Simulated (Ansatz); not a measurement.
# Decaying states in the gap of BaSO, part 3 of 3

Wanted: the relaxed cell of BaSO, its band edges and its decay constants. It is built by putting S for part of the O in the BaO2 structure of space group I4/mmm, with the volume rescaled by atomic radii. The parent structure comes from the Materials Project.

Ansatz 0.2.0; PBEsol DFT, plane waves, PAW files (the session's first sound run).

So far, gap on the k-mesh (eV): step 3 (band edges, PBEsol) 0.904; step 4 (complex bands, plane (110), PBEsol) 0.904; step 5 (complex bands, plane (001), k-mesh 6×6×6, PBEsol) 0.904; step 6 (PBEsol norm-conserving, cutoff 1142.88 eV) 0.907.

The structure was built from a prototype and need not be the compound's stable phase.

## (7) Complex bands at another level, cutoff 1142.88 eV

This step: PBEsol DFT, plane waves, norm-conserving files; complex bands by layer matching along the plane's normal (Ansatz 0.2.0).

The complex bands at that level, over its own gap, at (0, 0) and (-0.5, -0.5).

The input, input.yaml:

```yaml
crystal:
  lattice:
    - [4.729710339, 0.0, 0.0]
    - [0.834109528, 4.655579576, 0.0]
    - [1.947800405, -2.327789788, 3.035215267]
  atoms:
    - { symbol: Ba, position: [0.0254372793, 0.0254372793, 0.0] }
    - { symbol: O, position: [0.3722671397, 0.3722671397, 0.0] }
    - { symbol: S, position: [0.602295581, 0.602295581, 0.0] }
kpoints:
  mp_grid: { grid: [8, 8, 8] }
scf:
  occupations: { method: fixed }
hamiltonian:
  xc: pbesol
  pseudopotentials: { kind: nc }
output:
  eigenvalues: true
  transmission:
    leads: [[0, 0]]
    kpoints: [[0.0, 0.0], [-0.5, -0.5]]
    e_range: [-1.0, 1.91]
    de: 0.07
```

On the command line:

```console
$ ansatz run input.yaml --threads 2 --pin off --max-ram 4096MiB --backend cpu --events-out ev --progress --plain --runs-dir out
```

Numbers of over 12 decimals in the logs are rounded to 6 here.

Log:

```text
[...]
Crystal: 3 atoms, lattice volume = 66.834 Å³
Basis set: ecut = 1142.878222 eV, 5831 PW (Γ)
Bands: 15, of which v1, the nominal top of the filled ones, is band 11 counted from 1 (10 counted from 0)
Symmetry: 8 space group operations
[...]
k-points: 59 of 512 (time reversal used)
[...]
SCF iter   1: F=—  HF=-1515.124321 eV  |F-HF|=—  |Δ(HF+E_count)|=         —  Δρ=9.70e-2  dr2=7.64e0  ethr=3.10e-3  ⟨swp⟩=7.8  Hψ=5808  notcnv=0  defer=115
[...]
SCF iter   9: F=-1513.219174 eV  HF=-1513.219174 eV  |F-HF|=3.30e-9  |Δ(HF+E_count)|=   2.79e-7  Δρ=6.52e-6  dr2=2.72e-8  ethr=4.55e-10  ⟨swp⟩=14.3  Hψ=9138  notcnv=0
SCF 1 converged in 9 iterations: F = -1513.219174 eV  dr2 = 2.72e-8
transmission: 7 of 14 steps passed
transmission: 14 of 14 steps passed
SCF converged after 9 iterations
Free energy (F): -1513.219174 eV
[...]
Internal energy: -1513.219174 eV  (E = F + TS)
E sigma→0 (E₀):  -1513.219174 eV
Fermi energy:    7.834634 eV
[...]
--- Band table (eV; the first three rows and the last of 59) ---
  k-point 0: bands = [... 7 lower, 3.8105, 3.8105, 6.4818, 6.4818, 9.7742, 9.8840, 11.7831, 12.1321]
  k-point 1: bands = [... 7 lower, 3.4337, 3.7954, 6.2981, 6.5332, 10.3348, 10.3436, 12.0917, 12.6687]
  k-point 2: bands = [... 7 lower, 3.0544, 3.7885, 5.9451, 6.9770, 10.6659, 11.7472, 12.3334, 13.1035]
  k-point 58: bands = [... 7 lower, 3.7329, 3.7329, 7.8346, 7.8346, 8.7414, 9.8143, 12.3984, 13.7050]
--- Transmission ---
  basis      : 519 plane waves across, 7 finite elements along
  points     : 2, as listed
[...]
crystal 0  : O1Ba1S1, at the sites [0, 0], period 3.0352 Å: whole cells are its period
[...]
channels       : 0.000000e0 a spin
[...]
slowest decay  : 0.1767 /Å at (-0.5000, -0.5000)
```

It took 65 s on 2 threads of AMD EPYC 9R45, shared host; peak memory 2 GiB; 2.1 min of CPU time.

Numbers from this step:

```
level to which the leads are filled                       : 0.4534 eV from the Fermi level
decay constant at the filling level, zone centre          : 0.2581 Å⁻¹
decay constant at the filling level, slowest listed point : 0.1767 Å⁻¹
```

K parallel (0, 0); values up to 1.5 1/Å, a degenerate pair printed once or twice; energies at which all values exceed this have no row. Im kz of the slowest decaying states against energy, zero at the highest filled level on the SCF mesh:

| energy (eV) | decay 1 (Å⁻¹) | decay 2 (Å⁻¹) | decay 3 (Å⁻¹) | decay 4 (Å⁻¹) |
| --- | --- | --- | --- | --- |
| -1.00 | 0.233 | 0.295 | 0.520 | 0.643 |
| -0.86 | 0.246 | 0.331 | 0.511 | 0.646 |
| -0.79 | 0.251 | 0.345 | 0.507 | 0.648 |
| -0.65 | 0.258 | 0.365 | 0.498 | 0.652 |
| -0.51 | 0.263 | 0.379 | 0.489 | 0.657 |
| -0.44 | 0.264 | 0.384 | 0.485 | 0.659 |
| -0.30 | 0.267 | 0.389 | 0.477 | 0.665 |
| -0.23 | 0.267 | 0.390 | 0.475 | 0.668 |
| -0.09 | 0.145 | 0.267 | 0.390 | 0.473 |
| -0.02 | 0.190 | 0.267 | 0.389 | 0.473 |
| 0.05 | 0.222 | 0.267 | 0.387 | 0.474 |
| 0.12 | 0.245 | 0.266 | 0.384 | 0.475 |
| 0.26 | 0.263 | 0.277 | 0.377 | 0.478 |
| 0.40 | 0.260 | 0.297 | 0.368 | 0.482 |
| 0.47 | 0.258 | 0.305 | 0.362 | 0.483 |
| 0.61 | 0.253 | 0.316 | 0.350 | 0.486 |
| 0.75 | 0.247 | 0.323 | 0.335 | 0.487 |
| 0.82 | 0.244 | 0.325 | 0.327 | 0.488 |
| 0.96 | 0.236 | 0.310 | 0.328 | 0.488 |
| 1.10 | 0.227 | 0.290 | 0.328 | 0.487 |
| 1.17 | 0.222 | 0.279 | 0.328 | 0.487 |
| 1.31 | 0.210 | 0.255 | 0.326 | 0.485 |
| 1.38 | 0.203 | 0.241 | 0.324 | 0.484 |
| 1.52 | 0.187 | 0.211 | 0.319 | 0.480 |
| 1.66 | 0.166 | 0.173 | 0.312 | 0.476 |
| 1.73 | 0.151 | 0.153 | 0.308 | 0.474 |
| 1.87 | 0.0875 | 0.120 | 0.298 | 0.468 |

K parallel (-0.5, -0.5); values up to 1.5 1/Å, a degenerate pair printed once or twice; energies at which all values exceed this have no row. Table of Im kz of the slowest decaying states by energy, zero at the highest filled level on the SCF mesh:

| energy (eV) | decay 1 (Å⁻¹) | decay 2 (Å⁻¹) | decay 3 (Å⁻¹) | decay 4 (Å⁻¹) |
| --- | --- | --- | --- | --- |
| -1.00 | 0.343 | 0.487 | 0.496 | 0.615 |
| -0.86 | 0.347 | 0.496 | 0.534 | 0.556 |
| -0.72 | 0.351 | 0.501 | 0.539 | 0.978 |
| -0.58 | 0.353 | 0.521 | 0.533 | 0.948 |
| -0.44 | 0.355 | 0.527 | 0.602 | 0.870 |
| -0.30 | 0.357 | 0.521 | 0.691 | 0.829 |
| -0.16 | 0.357 | 0.433 | 0.515 | 0.935 |
| -0.02 | 0.358 | 0.510 | 0.723 | 1.00 |
| 0.12 | 0.117 | 0.166 | 0.357 | 0.505 |
| 0.26 | 0.165 | 0.189 | 0.356 | 0.501 |
| 0.40 | 0.184 | 0.194 | 0.355 | 0.497 |
| 0.61 | 0.152 | 0.220 | 0.351 | 0.492 |
| 0.75 | 0.114 | 0.229 | 0.348 | 0.488 |
| 0.89 | 0.0383 | 0.234 | 0.344 | 0.484 |
| 1.03 | 0.234 | 0.340 | 0.480 | 0.922 |
| 1.17 | 0.231 | 0.335 | 0.475 | 0.933 |
| 1.31 | 0.224 | 0.328 | 0.470 | 0.943 |
| 1.45 | 0.213 | 0.321 | 0.463 | 0.955 |
| 1.59 | 0.195 | 0.313 | 0.456 | 0.969 |
| 1.73 | 0.167 | 0.302 | 0.449 | 0.954 |
| 1.87 | 0.120 | 0.290 | 0.441 | 0.939 |

K parallel (-0.5, -0.5). The Re kz of states that move upwards by energy, zero at the highest filled level on the SCF mesh:

| energy (eV) | channel 1 (Å⁻¹) | channel 2 (Å⁻¹) |
| --- | --- | --- |
| -1.00 | -0.428 | - |
| -0.93 | -0.408 | - |
| -0.79 | -0.369 | - |
| -0.72 | -0.348 | - |
| -0.58 | -0.305 | - |
| -0.51 | -0.283 | - |
| -0.44 | -0.259 | - |
| -0.30 | -0.208 | - |
| -0.23 | -0.179 | - |
| -0.09 | -0.255 | -0.108 |
| -0.02 | -0.0942 | -0.0500 |
| 0.12 | - | - |
| 0.19 | - | - |
| 0.26 | - | - |
| 0.40 | - | - |
| 0.47 | - | - |
| 0.61 | - | - |
| 0.68 | - | - |
| 0.75 | - | - |
| 0.89 | - | - |
| 0.96 | 0.0692 | - |
| 1.10 | 0.134 | - |
| 1.17 | 0.158 | - |
| 1.31 | 0.198 | - |
| 1.38 | 0.216 | - |
| 1.45 | 0.232 | - |
| 1.59 | 0.264 | - |
| 1.66 | 0.278 | - |
| 1.80 | 0.306 | - |
| 1.87 | 0.319 | - |

At the listed wavevectors the last open channel is at -0.02 eV and the next at +0.96 eV on the grid. At +0.47 eV, the grid energy nearest the filling level (the middle of the gap on the SCF mesh), the slowest state at the listed wavevectors decays with κ = 0.177 Å⁻¹, its amplitude falling by e over 5.7 Å; the first such run, plane (110), gave 0.176 Å⁻¹ over as many of its listed wavevectors.

## (8) The same cell, other settings

This step: PBEsol DFT, plane waves, PAW files; complex bands by layer matching along the plane's normal; changed: output.transmission.e_range = [-80, 80], output.transmission.de = 5, scf.max_iter = 75 (Ansatz 0.2.0).

This run repeats an earlier one, its twin (the complex run, plane (110)), with three settings changed (output.transmission.e_range, output.transmission.de, scf.max_iter; files written aside). The setting was drawn as a possible misstep, on purpose. Where the input is shown as a difference, that is against the step before, not the twin.

input.yaml, the sections that differ from step 7:

```yaml
scf:
  occupations: { method: fixed }
  max_iter: 75
hamiltonian:
  xc: pbesol
output:
  eigenvalues: true
  transmission:
    leads: [[0, 0]]
    kpoints: [[0.0, 0.0], [-0.5, -0.5], [0.5, 0.0]]
    e_range: [-80, 80]
    de: 5
# crystal, kpoints: as in step 7
```

Log:

```text
Error: inconsistent input (output.transmission.e_range, basis.ecutwfc): energies over 52 eV from the Fermi level are not served at this cutoff: ask for nearer ones, or raise it
```

Elapsed: 0.08 s, on 2 threads; peak memory 0.11 GiB.

The input was rejected at the start.

The program's message: “Error: inconsistent input (output.transmission.e_range, basis.ecutwfc): energies over 52 eV from the Fermi level are not served at this cutoff: ask for nearer ones, or raise it”

The change that led to it: output.transmission.e_range = [-80, 80] and output.transmission.de = 5.

## (9) Results

```json
{
 "band gap": "0.904 eV",
 "least decay constant at mid-gap, normal to (110)": "0.176 Å⁻¹",
 "least decay constant at mid-gap, normal to (001)": "0.228 Å⁻¹",
 "least decay constant, norm-conserving files": "0.177 Å⁻¹"
}
```

In words: With PBEsol, the slowest decay at the wavevectors tried is κ = 0.176 Å⁻¹, normal to (110). Through such a film the transmission near mid-gap falls as exp(−2κd), a factor of ten every 6.5 Å. The decay depends on direction: 1.3 times faster normal to (001). A free electron under a barrier of half the gap would need a mass of 0.26 mₑ to decay at this rate. The slowest decay isn't at the zone centre. With norm-conserving files the gap goes from 0.904 to 0.907 eV and the decay constant, over the first 2 listed wavevectors, from 0.176 to 0.177 Å⁻¹. The compound is made up by substitution; its stability against other phases and against distortions of the cell's symmetry was not tested. A semilocal functional narrows gaps, so real decay constants are likely larger.

[Logs are printed without paths, hosts, clocks, repeated set-up lines and the standing remarks that a program may print on its own settings, such as how far it seeks lower states.]

[Hosts, paths, dates, database ids (printed as entryN), source tags and the programs' standing remarks are cut or masked in the printed files.]
